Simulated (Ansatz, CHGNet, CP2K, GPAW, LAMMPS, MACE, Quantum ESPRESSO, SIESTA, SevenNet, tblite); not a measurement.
# Running liquid Al48Cu52 (at. %) at 1200 K (61 atoms) with SIESTA, part 2 of 2

How do the settings of SIESTA change the result for liquid Al48Cu52 (at. %) at 1200 K (61 atoms)? A plane-wave run serves as the yardstick.

Program: SIESTA 5.4.2; the method stands at each step. Banners, paths, timers and routine set-up lines are dropped from the logs unmarked, and long logs keep their key lines alone; longer cuts are marked. The potentials were converted by us to PSML.

So far. Step 2 (PBE, DZP, shift 0.01 Ry, mesh 500 Ry): Forces lie 11 % from the reference's, at 16 times its CPU time (on 2 against 8 cores). Step 3 (PBE, SZP, shift 0.01 Ry, mesh 500 Ry): Against the first run (11 %), the force difference from the reference is 24 %, at 0.80 times the CPU time, with 677 basis functions against 985: the smaller basis costs accuracy.

In doubt: a PseudoDojo file used here is known to give poor structures and forces (steps 2, 3, 4, 5, 6), which bears on pressures, cells, forces and phonons.

## 4. PBE, DZ, shift 0.01 Ry, mesh 500 Ry

Method: Kohn-Sham DFT, PBE, PseudoDojo 0.4.1 norm-conserving pseudopotentials (converted to PSML), numerical atomic orbitals (DZ), diagonalisation.

File input.fdf:

```
SystemLabel cell
NumberOfAtoms 61
NumberOfSpecies 2
%block ChemicalSpeciesLabel
  1 13 Al
  2 29 Cu
%endblock ChemicalSpeciesLabel
LatticeConstant 1.0 Ang
%block LatticeVectors
  9.88823 0.00000 0.00000
  0.00000 9.88823 0.00000
  0.00000 0.00000 9.88823
%endblock LatticeVectors
PAO.BasisSize DZ
PAO.EnergyShift 0.01 Ry
XC.Functional GGA
XC.Authors PBE
MeshCutoff 500 Ry
%block kgrid_Monkhorst_Pack
  1 0 0 0.0
  0 1 0 0.0
  0 0 1 0.0
%endblock kgrid_Monkhorst_Pack
SolutionMethod diagon
OccupationFunction FD
ElectronicTemperature 580 K
SCF.Mixer.Method Pulay
SCF.Mixer.Weight 0.05
SCF.Mixer.History 8
SCF.Mix Hamiltonian
MaxSCFIterations 300
SCF.DM.Tolerance 1e-04
SCF.H.Tolerance 1.0e-3 eV
WriteForces T
Write.HirshfeldPop T
Write.VoronoiPop T
Write.DM F
Write.H F
XML.Write F
AtomicCoordinatesFormat Fractional
%block AtomicCoordinatesAndAtomicSpecies
[... 61 atom lines left out: the same atoms as in the first run ...]
%endblock AtomicCoordinatesAndAtomicSpecies
```

Command:

```sh
> OMP_NUM_THREADS=1 mpirun -np 2 siesta < input.fdf > output.txt
```

Output:

```text
Version         : 5.4.2
reinit: System Name:
reinit: System Label: cell
initatom: Reading input for the pseudopotentials and atomic orbitals ----------
Species number:   1 Atomic number:   13 Label: Al
Species number:   2 Atomic number:   29 Label: Cu
Ground state valence configuration (from tables):   3s02  3p01  3d00  4f00
Ground state valence configuration (from tables):   4s01  4p00  3d10  4f00
---- Processing specs for species: Al
GGA--PBE XC_GGA_X_PBE--XC_GGA_C_PBE pb
---- Processing specs for species: Cu
GGA--PBE XC_GGA_X_PBE--XC_GGA_C_PBE pb
[... lines left out ...]
stepf: Fermi-Dirac step function
        iscf     Eharris(eV)        E_KS(eV)     FreeEng(eV)     dDmax    Ef(eV) dHmax(eV)
[... lines left out ...]
SCF Convergence by DM+H criterion
[... lines left out ...]
SCF cycle converged after 26 iterations
[... lines left out ...]
   Max    2.662002
[... lines left out ...]
   Max    2.662002    constrained
Stress tensor Voigt[x,y,z,yz,xz,xy] (kbar):       31.64        4.77       13.44      -10.72        0.87        7.46
[... lines left out ...]
siesta: FreeEng =   -166837.591909
[... lines left out ...]
siesta:       Ion-ion =  -66019.320461
siesta:         Total = -166837.396436
siesta:         Fermi =      -2.828188
siesta: Stress tensor (static) (eV/Ang**3):
siesta:     0.019746    0.004654    0.000545
siesta:     0.004654    0.002977   -0.006694
siesta:     0.000545   -0.006694    0.008387
siesta: Cell volume =        966.842380 Ang**3
siesta: Pressure (static):
siesta:                Solid            Molecule  Units
siesta:          -0.00011295          0.00016249  Ry/Bohr**3
siesta:          -0.01037035          0.01491951  eV/Ang**3
siesta:         -16.61513360         23.90369042  kBar
    Orbital volume contribution        =          34.181982 eV
    (Free)E + p_basis*V_orbitals       =     -166803.409927 eV
    (Free)Eharris+ p_basis*V_orbitals  =     -166803.409933 eV
Hirshfeld Atomic Populations:
Atom #   charge [q] valence [e]  Species
     1    -0.318853    3.318853  Al
     2    -0.294376    3.294376  Al
     3    -0.241171    3.241171  Al
[...]
30     0.270412   18.729588  Cu
    31     0.287613   18.712387  Cu
    32     0.287089   18.712911  Cu
[...]
--------------------
 Total    -0.000072
Voronoi Atomic Populations:
Atom #   charge [q] valence [e]  Species
[...]
28    -0.240052    3.240052  Al
    29    -0.173500    3.173500  Al
[...]
60     0.168158   18.831842  Cu
    61     0.126888   18.873112  Cu
--------------------
 Total    -0.000072
```

Wall time 2.9 min (2 MPI ranks of Arm Neoverse V2, shared host); peak memory 1.7 GiB; 5.8 min of CPU time.

Compared with the plane-wave run:

```
r.m.s. force component                  : 0.8897 eV/Å
r.m.s. difference of force components   : 264 meV/Å
longest difference of force vectors     : 879.6 meV/Å
force difference over r.m.s. force      : 35.94 %
slope of forces against the reference's : 1.169
correlation of force components         : 0.9651
pressure                                : -1.661 GPa
pressure difference                     : 1.71 GPa
```

This is a coarse setting, run to see what it loses.

Against the first run (11 %), the force difference from the reference is 36 %, at 0.37 times the CPU time, with 744 basis functions against 985: the smaller basis costs accuracy.

## 5. PBE, TZP, shift 0.01 Ry, mesh 500 Ry

Method: Kohn-Sham DFT, PBE, PseudoDojo 0.4.1 norm-conserving pseudopotentials (converted to PSML), numerical atomic orbitals (TZP), diagonalisation.

input.fdf: that of step 4 with these lines changed.

```diff
@@ -13,3 +13,3 @@
 %endblock LatticeVectors
-PAO.BasisSize DZ
+PAO.BasisSize TZP
 PAO.EnergyShift 0.01 Ry
```

Command:

```sh
> OMP_NUM_THREADS=1 mpirun -np 4 siesta < input.fdf > output.txt
```

Output:

```text
Version         : 5.4.2
reinit: System Name:
reinit: System Label: cell
initatom: Reading input for the pseudopotentials and atomic orbitals ----------
Species number:   1 Atomic number:   13 Label: Al
Species number:   2 Atomic number:   29 Label: Cu
Ground state valence configuration (from tables):   3s02  3p01  3d00  4f00
Ground state valence configuration (from tables):   4s01  4p00  3d10  4f00
---- Processing specs for species: Al
GGA--PBE XC_GGA_X_PBE--XC_GGA_C_PBE pb
---- Processing specs for species: Cu
GGA--PBE XC_GGA_X_PBE--XC_GGA_C_PBE pb
Semicore shell(s) with  8 electrons included in the valence for Cu
Semicore shell(s): 3s 3p
Fallback to non-perturbative polarization scheme for Cu
Please see the manual if this is not desired in principle
[... lines left out ...]
Total number of electrons:   695.000000
[... lines left out ...]
stepf: Fermi-Dirac step function
        iscf     Eharris(eV)        E_KS(eV)     FreeEng(eV)     dDmax    Ef(eV) dHmax(eV)
[... lines left out ...]
SCF Convergence by DM+H criterion
[... lines left out ...]
SCF cycle converged after 25 iterations
[... lines left out ...]
   Max    2.715960
[... lines left out ...]
   Max    2.715960    constrained
Stress tensor Voigt[x,y,z,yz,xz,xy] (kbar):       65.33       34.55       44.25       -5.95        2.77        6.02
[... lines left out ...]
siesta: DEna    =      1417.002516
siesta: DUscf   =        95.191803
siesta: Ex      =    -19974.363645
siesta: Ec      =     -1136.976580
siesta: Exc     =    -21111.340225
siesta: Eharris =   -166883.250143
siesta: Etot    =   -166883.250133
siesta: FreeEng =   -166883.463432
siesta: Final energy (eV):
siesta:  Band Struct. =  -24504.907855
siesta:       Kinetic =   76219.796496
siesta:       Hartree =   77036.160181
siesta:         Exch. =  -19974.363645
siesta:         Corr. =   -1136.976580
siesta:   Exch.-corr. =  -21111.340225
siesta:  Ion-electron = -233008.546124
siesta:       Ion-ion =  -66019.320461
siesta:         Total = -166883.250133
siesta:         Fermi =      -3.244005
siesta: Stress tensor (static) (eV/Ang**3):
siesta:     0.040774    0.003754    0.001731
siesta:     0.003754    0.021563   -0.003712
siesta:     0.001731   -0.003712    0.027619
siesta: Cell volume =        966.842380 Ang**3
siesta: Pressure (static):
siesta:                Solid            Molecule  Units
siesta:          -0.00032658         -0.00013060  Ry/Bohr**3
siesta:          -0.02998528         -0.01199091  eV/Ang**3
siesta:         -48.04170729        -19.21155145  kBar
    Orbital volume contribution        =          64.668559 eV
    (Free)E + p_basis*V_orbitals       =     -166818.794872 eV
    (Free)Eharris+ p_basis*V_orbitals  =     -166818.794881 eV
Hirshfeld Atomic Populations:
Atom #   charge [q] valence [e]  Species
     1    -0.293187    3.293187  Al
     2    -0.282294    3.282294  Al
     3    -0.226290    3.226290  Al
[...]
30     0.242441   18.757559  Cu
    31     0.279781   18.720219  Cu
    32     0.274216   18.725784  Cu
[...]
--------------------
 Total    -0.000064
Voronoi Atomic Populations:
Atom #   charge [q] valence [e]  Species
[...]
28    -0.183096    3.183096  Al
    29    -0.143818    3.143818  Al
[...]
60     0.138484   18.861516  Cu
    61     0.116507   18.883493  Cu
--------------------
 Total    -0.000064
```

The job ended after 5.5 min (4 MPI ranks; peak memory 3.6 GiB; 22 min of CPU time).

Numbers from this run, and their distance from the reference:

```yaml
r_m_s_force_component: 0.7826 eV/Å
r_m_s_difference_of_force_components: 67.53 meV/Å
longest_difference_of_force_vectors: 241.8 meV/Å
force_difference_over_r_m_s_force: 9.196 %
slope_of_forces_against_the_reference_s: 1.064
correlation_of_force_components: 0.9981
pressure: -4.804 GPa
pressure_difference: -1.432 GPa
```

Against the first run (11 %), the force difference from the reference is 9.2 %, at 1.4 times the CPU time (on 4 against 2 cores), with 1293 basis functions against 985: the larger basis brings the forces nearer.

The run ends at a pressure of -4.80 GPa, with forces up to 3.3 eV/Å.

## 6. PBE, DZP, shift 0.01 Ry, mesh 700 Ry

Method: Kohn-Sham DFT, PBE, PseudoDojo 0.4.1 norm-conserving pseudopotentials (converted to PSML), numerical atomic orbitals (DZP), diagonalisation.

input.fdf: that of step 5 with these lines changed.

```diff
@@ -13,3 +13,3 @@
 %endblock LatticeVectors
-PAO.BasisSize TZP
+PAO.BasisSize DZP
 PAO.EnergyShift 0.01 Ry
@@ -17,3 +17,3 @@
 XC.Authors PBE
-MeshCutoff 500 Ry
+MeshCutoff 700 Ry
 %block kgrid_Monkhorst_Pack
```

Output:

```text
Version         : 5.4.2
reinit: System Name:
reinit: System Label: cell
initatom: Reading input for the pseudopotentials and atomic orbitals ----------
Species number:   1 Atomic number:   13 Label: Al
Species number:   2 Atomic number:   29 Label: Cu
Ground state valence configuration (from tables):   3s02  3p01  3d00  4f00
Ground state valence configuration (from tables):   4s01  4p00  3d10  4f00
---- Processing specs for species: Al
GGA--PBE XC_GGA_X_PBE--XC_GGA_C_PBE pb
---- Processing specs for species: Cu
GGA--PBE XC_GGA_X_PBE--XC_GGA_C_PBE pb
Semicore shell(s) with  8 electrons included in the valence for Cu
Semicore shell(s): 3s 3p
Fallback to non-perturbative polarization scheme for Cu
Please see the manual if this is not desired in principle
[... lines left out ...]
Total number of electrons:   695.000000
[... lines left out ...]
stepf: Fermi-Dirac step function
        iscf     Eharris(eV)        E_KS(eV)     FreeEng(eV)     dDmax    Ef(eV) dHmax(eV)
[... lines left out ...]
SCF Convergence by DM+H criterion
[... lines left out ...]
SCF cycle converged after 25 iterations
[... lines left out ...]
   Max    2.723936
[... lines left out ...]
   Max    2.723936    constrained
Stress tensor Voigt[x,y,z,yz,xz,xy] (kbar):       64.35       33.33       42.52       -6.05        2.94        6.03
[... lines left out ...]
siesta: DEna    =      1410.218238
siesta: DUscf   =        95.059464
siesta: Ex      =    -19976.419931
siesta: Ec      =     -1137.304406
siesta: Exc     =    -21113.724337
siesta: Eharris =   -166879.891690
siesta: Etot    =   -166879.891681
siesta: FreeEng =   -166880.104728
siesta: Final energy (eV):
siesta:  Band Struct. =  -24499.122827
siesta:       Kinetic =   76249.627769
siesta:       Hartree =   77039.396960
siesta:         Exch. =  -19976.419931
siesta:         Corr. =   -1137.304406
siesta:   Exch.-corr. =  -21113.724337
siesta:  Ion-electron = -233035.871761
siesta:       Ion-ion =  -66019.320311
siesta:         Total = -166879.891681
siesta:         Fermi =      -3.233026
siesta: Stress tensor (static) (eV/Ang**3):
siesta:     0.040167    0.003761    0.001836
siesta:     0.003761    0.020805   -0.003779
siesta:     0.001836   -0.003779    0.026542
siesta: Cell volume =        966.842380 Ang**3
siesta: Pressure (static):
siesta:                Solid            Molecule  Units
siesta:          -0.00031771         -0.00011883  Ry/Bohr**3
siesta:          -0.02917108         -0.01091025  eV/Ang**3
siesta:         -46.73721917        -17.48015162  kBar
    Orbital volume contribution        =          51.729741 eV
    (Free)E + p_basis*V_orbitals       =     -166828.374988 eV
    (Free)Eharris+ p_basis*V_orbitals  =     -166828.374997 eV
Hirshfeld Atomic Populations:
Atom #   charge [q] valence [e]  Species
     1    -0.296803    3.296803  Al
     2    -0.285261    3.285261  Al
     3    -0.227817    3.227817  Al
[...]
30     0.244700   18.755300  Cu
    31     0.282725   18.717275  Cu
    32     0.278135   18.721865  Cu
[...]
--------------------
 Total    -0.000064
Voronoi Atomic Populations:
Atom #   charge [q] valence [e]  Species
[...]
28    -0.186381    3.186381  Al
    29    -0.144594    3.144594  Al
[...]
60     0.138294   18.861706  Cu
    61     0.118215   18.881785  Cu
--------------------
 Total    -0.000064
```

Elapsed: 5.4 min, on 4 MPI ranks; peak memory 4 GiB; 22 min of CPU time.

Compared with the plane-wave run:

* r.m.s. force component: 0.7873 eV/Å
* r.m.s. difference of force components: 78.85 meV/Å
* longest difference of force vectors: 305.5 meV/Å
* force difference over r.m.s. force: 10.74 %
* slope of forces against the reference's: 1.069
* correlation of force components: 0.997
* pressure: -4.674 GPa
* pressure difference: -1.302 GPa
* energy less the same-level run's: 0.0747 meV/atom
* r.m.s. force difference from the same-level run: 0.722 meV/Å

Against the first run (11 %), the force difference from the reference is 11 %, at 1.4 times the CPU time (on 4 against 2 cores): the change moves forces by 0.72 meV/Å r.m.s., so most of the difference comes from elsewhere.

## 7. The ladder

Differences are against the plane-wave reference, forces as r.m.s. over components; share is that over the reference's r.m.s. force, slope the least-squares factor from reference forces to these. Total energies of different programs have different zeros and aren't compared.

| run | Δ force, r.m.s. (meV/Å) | share (%) | slope | Δ pressure (GPa) | cores | CPU time | memory (GiB) |
| --- | --- | --- | --- | --- | --- | --- | --- |
| reference | - | - | - | - | 8 | 59 s | 1.5 |
| SIESTA PBE, DZP, shift 0.01 Ry, mesh 500 Ry | 78.9 | 10.7 | 1.069 | -1.30 | 2 | 16 min | 2.7 |
| SIESTA PBE, SZP, shift 0.01 Ry, mesh 500 Ry (coarse) | 173 | 23.5 | 1.125 | 0.137 | 2 | 12 min | 2.4 |
| SIESTA PBE, DZ, shift 0.01 Ry, mesh 500 Ry (coarse) | 264 | 35.9 | 1.169 | 1.71 | 2 | 5.8 min | 1.7 |
| SIESTA PBE, TZP, shift 0.01 Ry, mesh 500 Ry | 67.5 | 9.20 | 1.064 | -1.43 | 4 | 22 min | 3.6 |
| SIESTA PBE, DZP, shift 0.01 Ry, mesh 700 Ry | 78.8 | 10.7 | 1.069 | -1.30 | 4 | 22 min | 4.0 |

Rows marked coarse were listed beforehand as settings not expected to be converged; some can still land near the reference.

CPU time is summed over cores on a shared host, where runs went side by side, so it is rough. Symmetry, cutoffs, thresholds, outputs and thread counts weren't matched or tuned between programs; memory under MPI is the largest rank's times the ranks.

Mean charges by element (e), by run and scheme:

| run | scheme | Al | Cu |
| --- | --- | --- | --- |
| SIESTA PBE, DZP, shift 0.01 Ry, mesh 500 Ry | Hirshfeld | -0.31 | +0.28 |
| SIESTA PBE, TZP, shift 0.01 Ry, mesh 500 Ry | Hirshfeld | -0.30 | +0.27 |
| SIESTA PBE, DZP, shift 0.01 Ry, mesh 700 Ry | Hirshfeld | -0.31 | +0.28 |

Within one program, basis, potentials and functional, energies share a zero. Each run against its twin at the usual cutoff or grid and solver:

| run | twin | Δ energy (meV/atom) | Δ force, r.m.s. (meV/Å) | CPU time over the twin's |
| --- | --- | --- | --- | --- |
| SIESTA PBE, DZP, shift 0.01 Ry, mesh 700 Ry | DZP, shift 0.01 Ry, mesh 500 Ry | 0.0747 | 0.722 | 1.4 (this twin ran on 2 cores) |

## 8. Results

```json
{
  "nearest in forces": "SIESTA PBE, TZP, shift 0.01 Ry, mesh 500 Ry, 9.2 %",
  "its CPU time": "22 min"
}
```

What this shows: The PBE runs in local orbitals, coarse settings apart, differ by 9.2 % (SIESTA PBE, TZP, shift 0.01 Ry, mesh 500 Ry) to 11 % (SIESTA PBE, DZP, shift 0.01 Ry, mesh 500 Ry); basis, grid and potentials can all enter. Runs with settings chosen to be coarse differ by 24 % (SIESTA PBE, SZP, shift 0.01 Ry, mesh 500 Ry) to 36 % (SIESTA PBE, DZ, shift 0.01 Ry, mesh 500 Ry), their programs' other errors included. None of the electronic-structure runs in the table takes under half the reference's CPU time of 59 s; they take 5.9 to 23 times as much. SIESTA PBE, DZ, shift 0.01 Ry, mesh 500 Ry stiffens the forces by a factor of 1.17 while following their directions (correlation 0.965); the slopes of the 5 SIESTA runs lie between 1.06 and 1.17. In pressure, SIESTA PBE, DZ, shift 0.01 Ry, mesh 500 Ry misses by +1.7 GPa, at the same functional. The mean charges agree among these rows within 0.01 e. A potential file of the SIESTA runs is in doubt, which bears on their forces and pressure. The frame stands for 1200 K, but pressures are static and levels are smeared at 580 K, under the temperature of the frame, which matters where levels are partly filled. The electron count is odd in these runs, and they have no spin polarisation, so the unpaired electron is spread evenly over both spins. The network of bonds at the start is that of the classical potential that made the cell, and needn't be the one that DFT or experiment would give. The reference's stress is far from hydrostatic: its diagonal is -5.1, -2.0, -3.0 GPa, compression counted positive. The electron count is odd and the run has no spin polarisation, so levels at the top are partly filled by construction. The electronic-structure runs sample only Γ, in a cell whose shortest periodic width is 10 Å, which is coarse for a cell with partly filled levels.

[Also dropped from logs without a mark: logging warnings of Python, and SIESTA's first energy breakdown and zero terms.]

[Logs are printed without paths, hosts, clocks, repeated set-up lines and the standing remarks that a program may print on its own settings, such as how far it seeks lower states.]

[Hosts, paths, dates, database ids (printed as entryN), source tags and the programs' standing remarks are cut or masked in the printed files.]
